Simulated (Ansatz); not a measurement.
Rows from a G0W0 calculation on Bi2Se3 (R-3m) (Ansatz 0.2.0; G0W0 on PBE, plane waves, PAW; PAW set soft_1; 6×6×6 mesh, 633 empty bands, screening to 150 eV, PAW set soft_1 files), in eV. Spin-orbit coupling is left out.

```tsv
row	k	band	start	Σx	Σc at the solution	Vxc
A	Γ	c1	8.129	-9.693	-3.025	-12.620
B	Γ	v1	7.687	-16.312	0.576	-15.294
C	Γ	c2	9.367	-10.004	-3.313	-13.273
D	Γ	v2	6.742	-16.888	1.624	-14.764
```

Work out each quasiparticle level and how far it moved.

The quasiparticle equation reads E = start + Σx + Σc(E) − Vxc.

```tsv
row	E (eV)	shift (eV)
A	8.031	−0.098
B	7.244	−0.443
C	9.323	−0.044
D	6.242	−0.500
```

The gap over the computed points goes from 0.44 eV to 0.79 eV.

Limits: not at the basis limit; model gap, bands may invert with spin-orbit coupling; no spin-orbit coupling.

[Paths, hosts, dates, memory and timing lines, banners, echoed tables and standing remarks are left out of the program output.]

[Logs are printed without paths, hosts, clocks, repeated set-up lines and the standing remarks that a program may print on its own settings, such as how far it seeks lower states.]

[Runs of the session that timed out or met a known fault of the program may be left out.]

[Cells called generated may have been cut or substituted from an entry of the Crystallography Open Database or the Materials Project.]

[Hosts, paths, dates, database ids (printed as entryN), source tags and the programs' standing remarks are cut or masked in the printed files.]
